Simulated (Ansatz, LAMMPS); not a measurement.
# Local environments in amorphous carbon (500 atoms)

Density of this cell: 2.92 g/cm³. The cell holds 500 atoms: 500 C. Its edges and angles: a = 15.061 Å, b = 15.061 Å, c = 15.061 Å, α = 90.0°, β = 90.0°, γ = 90.0°. 500 atoms (500 C) placed at random at 2.92 g/cm³, melted at 6000 K for 10 ps at fixed volume with the Tersoff potential (Tersoff, Phys. Rev. B 39, 5566 (1989)). Quenched from 6000 K to 300 K at 100 K/ps and fixed volume, held 5 ps, then minimised at fixed cell.

Method: Kohn-Sham DFT, PBE, PAW (set soft_2), plane waves (Ansatz 0.2.0; cutoff 420 eV, Γ point, gaussian smearing of 0.05 eV), at the geometry as built.

The whole cell was solved; only parts of it are printed.

Local excerpt of 34 atoms (numbers count through the whole input) about C341, which bears the longest force; x, y, z are measured from there.

| atom | x | y | z | distance (Å) | bonds | intrinsic-atomic-orbital charge (e) | Fx | Fy | Fz (eV/Å) |
| --- | --- | --- | --- | --- | --- | --- | --- | --- | --- |
| C341 | 0.00 | 0.00 | 0.00 | 0.00 | 3 | -0.03 | -1.18 | 4.48 | -1.40 |
| C49 | 1.30 | -0.50 | 0.07 | 1.40 | 3 | 0.03 | 1.09 | -0.49 | -1.77 |
| C309 | -0.25 | 1.32 | -0.49 | 1.42 | 3 | 0.02 | 0.90 | -1.85 | 2.52 |
| C438 | -1.03 | -0.87 | 0.47 | 1.43 | 3 | 0.03 | -1.16 | -1.73 | 2.07 |
| C294 | 1.58 | -1.61 | -0.78 | 2.38 | 3 | -0.04 | -1.06 | -0.48 | 0.16 |
| C3 | -1.51 | -0.47 | 1.89 | 2.46 | 3 | -0.01 | 1.51 | -0.39 | -1.97 |
| C462 | 0.86 | 2.03 | -1.18 | 2.51 | 4 | 0.00 | -0.08 | -0.54 | -0.90 |
| C394 | -1.52 | 2.03 | -0.14 | 2.53 | 4 | 0.01 | 2.07 | 0.42 | -0.32 |
| C120 | 2.24 | -0.05 | 1.20 | 2.54 | 4 | 0.00 | 0.35 | 0.03 | 0.37 |
| C222 | -0.95 | -2.40 | -0.07 | 2.58 | 3 | -0.05 | 0.04 | 1.33 | -0.65 |
| C423 | 2.15 | 1.31 | -0.91 | 2.68 | 3 | -0.01 | -2.39 | -1.45 | 1.78 |
| C328 | -2.81 | -0.11 | -0.34 | 2.83 | 3 | 0.01 | 0.14 | -3.02 | 0.61 |
| C334 | 1.00 | -1.66 | -2.14 | 2.89 | 3 | -0.02 | 1.84 | -0.12 | 1.62 |
| C8 | -1.54 | 2.09 | 1.38 | 2.94 | 3 | -0.06 | 0.55 | 2.09 | 1.13 |
| C385 | 1.49 | 0.00 | 2.54 | 2.94 | 3 | 0.01 | -2.78 | 2.51 | 1.38 |
| C229 | 0.16 | 0.45 | -2.90 | 2.94 | 3 | 0.02 | -1.67 | 0.34 | -0.78 |
| C282 | -1.23 | 0.16 | -2.68 | 2.95 | 3 | 0.02 | 3.72 | 0.03 | 0.65 |
| C169 | 2.71 | 1.15 | 0.46 | 2.98 | 3 | 0.00 | 1.89 | 1.55 | 1.86 |
| C114 | -2.55 | 1.26 | -0.91 | 2.98 | 4 | 0.03 | -0.86 | -0.95 | 0.04 |
| C202 | 0.66 | -2.29 | 1.99 | 3.10 | 3 | -0.10 | 1.98 | 0.04 | 0.44 |
| C181 | -2.07 | 0.92 | 2.22 | 3.17 | 4 | 0.02 | 0.73 | -0.20 | 0.78 |
| C476 | -2.61 | -1.29 | -1.24 | 3.17 | 3 | 0.06 | -0.56 | 2.64 | -0.97 |
| C339 | -1.74 | -1.18 | -2.46 | 3.24 | 3 | -0.03 | -2.91 | -0.47 | 0.78 |
| C299 | 0.60 | 1.81 | -2.70 | 3.31 | 3 | -0.05 | -1.18 | 2.13 | -0.51 |
| C484 | -2.08 | 1.22 | -2.29 | 3.32 | 3 | -0.01 | -0.35 | -0.36 | -2.29 |
| C259 | 0.77 | 1.24 | 3.08 | 3.41 | 3 | -0.04 | 1.46 | -3.76 | -1.42 |
| C443 | 1.12 | -0.62 | -3.18 | 3.43 | 4 | 0.01 | 0.50 | -0.18 | -1.38 |
| C398 | 1.91 | -2.87 | -0.18 | 3.46 | 3 | -0.02 | -1.45 | 0.53 | 1.06 |
| C187 | -0.91 | -3.00 | -1.52 | 3.49 | 3 | 0.02 | 2.53 | 0.97 | 0.69 |
| C12 | 0.78 | 3.37 | -0.55 | 3.50 | 3 | 0.06 | 0.36 | 0.38 | 0.72 |
| C104 | 1.31 | -1.42 | 2.94 | 3.52 | 3 | 0.02 | 0.19 | 1.21 | 1.04 |
| C32 | -1.50 | -1.45 | 3.03 | 3.68 | 4 | 0.00 | -0.21 | -0.54 | 0.32 |
| C260 | -1.06 | -3.45 | 0.91 | 3.72 | 3 | -0.01 | -1.14 | 0.83 | -0.33 |
| C434 | 0.28 | -2.81 | -2.45 | 3.74 | 3 | 0.00 | -1.09 | -2.07 | 0.29 |

The column of bonds counts only the pairs C-C within 1.85 Å; other neighbours, such as metal atoms beside each other in a compound, aren't counted, and periodic images can show an atom twice.

A closer look about C240, whose charge lies farthest from its element's mean: 26 atoms, nearest first, numbered in the order of the input, with positions taken from that point.

| atom | x | y | z | distance (Å) | bonds | intrinsic-atomic-orbital charge (e) | Fx | Fy | Fz (eV/Å) |
| --- | --- | --- | --- | --- | --- | --- | --- | --- | --- |
| C240 | 0.00 | 0.00 | 0.00 | 0.00 | 3 | 0.12 | 1.15 | 0.56 | -1.74 |
| C202 | 1.20 | 0.26 | -0.78 | 1.45 | 3 | -0.10 | 1.98 | 0.04 | 0.44 |
| C34 | -0.03 | -1.21 | 0.84 | 1.47 | 4 | -0.02 | -0.13 | -0.62 | -0.09 |
| C32 | -0.97 | 1.10 | 0.26 | 1.49 | 4 | 0.00 | -0.21 | -0.54 | 0.32 |
| C278 | -2.09 | 0.19 | -0.13 | 2.10 | 3 | 0.00 | -3.51 | -1.24 | 0.92 |
| C260 | -0.52 | -0.89 | -1.85 | 2.12 | 3 | -0.01 | -1.14 | 0.83 | -0.33 |
| C104 | 1.85 | 1.13 | 0.17 | 2.18 | 3 | 0.02 | 0.19 | 1.21 | 1.04 |
| C378 | 1.21 | -0.89 | 1.65 | 2.23 | 4 | 0.05 | 1.06 | 2.20 | 1.14 |
| C298 | -1.73 | -0.96 | -1.05 | 2.24 | 3 | 0.01 | -0.31 | 0.46 | 0.97 |
| C175 | 0.25 | -2.28 | -0.17 | 2.30 | 3 | 0.00 | 0.87 | -2.38 | -0.24 |
| C159 | 1.68 | 0.57 | 1.50 | 2.32 | 3 | -0.07 | 0.40 | 0.60 | -2.44 |
| C3 | -0.97 | 2.08 | -0.88 | 2.46 | 3 | -0.01 | 1.51 | -0.39 | -1.97 |
| C449 | 0.68 | -1.87 | -1.60 | 2.55 | 4 | 0.04 | -2.33 | 0.17 | -0.31 |
| C13 | -1.30 | -1.45 | 1.68 | 2.57 | 3 | -0.01 | -0.32 | 1.29 | 2.39 |
| C186 | 1.87 | -0.80 | -1.61 | 2.59 | 4 | 0.01 | 0.53 | -0.86 | 0.49 |
| C64 | -1.07 | 1.69 | 1.77 | 2.67 | 3 | 0.01 | -1.53 | 0.44 | 0.88 |
| C222 | -0.41 | 0.15 | -2.84 | 2.87 | 3 | -0.05 | 0.04 | 1.33 | -0.65 |
| C438 | -0.49 | 1.68 | -2.30 | 2.89 | 3 | 0.03 | -1.16 | -1.73 | 2.07 |
| C80 | 1.36 | 1.38 | 2.62 | 3.25 | 3 | 0.00 | -1.71 | 1.39 | 0.21 |
| C385 | 2.03 | 2.56 | -0.23 | 3.27 | 3 | 0.01 | -2.78 | 2.51 | 1.38 |
| C79 | 0.09 | 2.05 | 2.65 | 3.35 | 3 | 0.02 | 0.29 | -1.50 | -1.53 |
| C235 | -1.58 | -0.63 | 2.91 | 3.37 | 3 | -0.04 | 1.88 | -2.41 | -0.18 |
| C204 | 2.38 | -1.87 | 1.51 | 3.38 | 4 | 0.00 | -1.38 | -0.85 | 1.01 |
| C173 | 1.06 | -0.71 | 3.15 | 3.40 | 3 | 0.02 | -0.23 | -0.93 | 0.85 |
| C469 | -2.40 | -2.22 | -0.97 | 3.41 | 3 | 0.00 | 1.86 | 1.44 | -1.60 |
| C210 | -3.36 | 0.34 | 0.53 | 3.41 | 3 | -0.02 | 1.43 | -0.21 | -0.14 |

The column of bonds counts only the pairs C-C within 1.85 Å; other neighbours, such as metal atoms beside each other in a compound, aren't counted, and periodic images can show an atom twice.

The surroundings of C288, picked at random, nearest first, numbered as they follow in the input and with coordinates relative to it.

| atom | x | y | z | distance (Å) | bonds | intrinsic-atomic-orbital charge (e) | Fx | Fy | Fz (eV/Å) |
| --- | --- | --- | --- | --- | --- | --- | --- | --- | --- |
| C288 | 0.00 | 0.00 | 0.00 | 0.00 | 4 | 0.01 | 0.24 | 0.52 | 0.31 |
| C93 | -1.03 | 0.95 | -0.29 | 1.43 | 3 | -0.02 | -2.33 | 0.18 | -0.75 |
| C263 | -0.45 | -0.99 | 1.00 | 1.48 | 3 | 0.04 | -3.91 | -0.97 | -0.20 |
| C196 | 0.57 | -0.60 | -1.26 | 1.51 | 3 | -0.05 | 1.62 | 0.10 | -1.87 |
| C258 | 1.07 | 0.83 | 0.71 | 1.53 | 3 | -0.03 | 1.51 | 2.68 | -0.52 |
| C199 | -0.57 | 2.37 | -0.33 | 2.46 | 3 | 0.05 | -0.51 | -0.99 | 0.36 |
| C333 | 1.44 | -1.72 | -1.04 | 2.47 | 3 | 0.03 | -2.70 | 0.27 | 0.36 |
| C498 | 0.54 | -1.78 | 1.68 | 2.50 | 3 | -0.03 | 0.98 | -2.75 | -1.25 |
| C406 | 1.68 | 1.92 | -0.07 | 2.55 | 3 | -0.01 | 0.35 | -2.71 | 0.87 |
| C153 | -2.44 | 0.54 | -0.61 | 2.57 | 3 | 0.02 | 2.28 | 0.83 | -0.84 |
| C380 | 1.07 | 0.83 | 2.19 | 2.58 | 3 | -0.03 | 0.66 | -0.58 | -0.32 |
| C372 | -1.86 | -1.23 | 1.33 | 2.60 | 3 | -0.02 | 2.71 | 1.59 | -0.29 |
| C134 | 0.91 | 0.24 | -2.55 | 2.71 | 4 | 0.01 | 0.33 | -0.34 | 0.40 |
| C459 | 0.73 | 2.50 | -1.16 | 2.85 | 4 | 0.01 | -0.35 | -1.76 | 0.55 |
| C241 | 0.34 | 1.69 | -2.47 | 3.01 | 4 | 0.02 | -0.56 | 0.62 | -1.62 |
| C245 | 0.99 | -2.91 | -0.39 | 3.10 | 3 | -0.06 | -0.54 | -0.28 | 1.78 |
| C349 | -0.22 | 0.99 | 2.97 | 3.14 | 3 | -0.03 | 0.23 | -1.21 | 0.28 |
| C308 | 1.04 | -2.95 | 1.04 | 3.30 | 3 | 0.03 | 0.07 | 0.71 | 0.20 |
| C397 | -2.99 | -0.14 | 1.42 | 3.31 | 3 | -0.02 | -1.31 | -1.33 | 1.77 |
| C7 | 2.80 | -1.39 | -1.10 | 3.32 | 3 | 0.02 | 1.77 | 0.62 | 0.97 |
| C220 | -2.91 | -0.49 | -1.62 | 3.37 | 3 | -0.03 | -1.42 | 0.51 | -2.81 |
| C408 | 0.98 | -1.33 | 2.96 | 3.39 | 3 | -0.01 | 1.54 | -1.04 | 1.54 |
| C43 | -1.22 | 1.71 | -2.76 | 3.47 | 3 | 0.00 | 0.45 | -0.44 | -0.87 |
| C368 | -0.73 | 3.31 | 0.85 | 3.49 | 4 | 0.00 | -1.15 | 0.33 | 1.18 |
| C347 | 3.41 | -0.90 | 0.07 | 3.53 | 3 | 0.00 | 0.24 | 0.94 | 0.63 |
| C414 | 1.95 | -0.14 | 2.96 | 3.54 | 4 | 0.04 | -1.17 | 0.65 | -0.40 |
| C62 | -2.92 | 1.90 | -0.77 | 3.57 | 3 | 0.01 | -1.27 | 1.44 | -1.95 |
| C189 | -0.91 | -0.16 | 3.49 | 3.61 | 3 | 0.00 | -0.17 | 2.21 | -0.33 |
| C487 | -1.52 | 2.70 | 2.04 | 3.71 | 3 | -0.01 | -1.06 | -0.43 | 2.06 |
| C192 | -2.06 | -3.02 | -0.74 | 3.73 | 3 | -0.03 | 0.66 | -0.92 | -0.02 |
| C500 | 2.51 | 0.26 | -2.83 | 3.79 | 4 | 0.01 | 0.02 | 1.14 | -0.84 |
| C409 | 3.23 | -1.64 | 1.28 | 3.84 | 3 | -0.01 | 0.99 | -2.75 | -0.70 |
| C149 | -2.15 | -2.68 | 1.75 | 3.85 | 4 | 0.01 | -0.08 | 0.12 | -0.61 |
| C141 | -2.18 | 2.52 | -1.93 | 3.86 | 3 | 0.04 | 1.65 | 0.65 | 2.48 |

The column of bonds counts only the pairs C-C within 1.85 Å; other neighbours, such as metal atoms beside each other in a compound, aren't counted, and periodic images can show an atom twice.

Neighbours are counted within 1.85 Å (C-C).

Length of the force by element and coordination:

| element | coordination | atoms | mean length of the force (eV/Å) | spread | least | most |
| --- | --- | --- | --- | --- | --- | --- |
| C | all | 500 | 1.97 | 0.884 | 0.204 | 4.84 |
| C | 3 | 370 | 2.16 | 0.882 | 0.221 | 4.84 |
| C | 4 | 130 | 1.41 | 0.608 | 0.204 | 3.15 |

Intrinsic-atomic-orbital charges by element and coordination:

| element | coordination | atoms | mean charge (e) | spread | least | most |
| --- | --- | --- | --- | --- | --- | --- |
| C | all | 500 | 0 | 0.0297 | -0.101 | 0.124 |
| C | 3 | 370 | -0.0049 | 0.0326 | -0.101 | 0.124 |
| C | 4 | 130 | 0.0139 | 0.011 | -0.0165 | 0.0486 |

The quench rate of 100 K/ps is many orders above laboratory rates, so the cell is likely richer in defects and strain than a real sample. The network of bonds at the start is that of the classical potential that made the cell, and needn't be the one that DFT or experiment would give. Only the Γ point is sampled, in a cell whose shortest periodic width is 15 Å, which is coarse for a cell with partly filled levels.

[Hosts, paths, dates, database ids (printed as entryN), source tags and the programs' standing remarks are cut or masked in the printed files.]
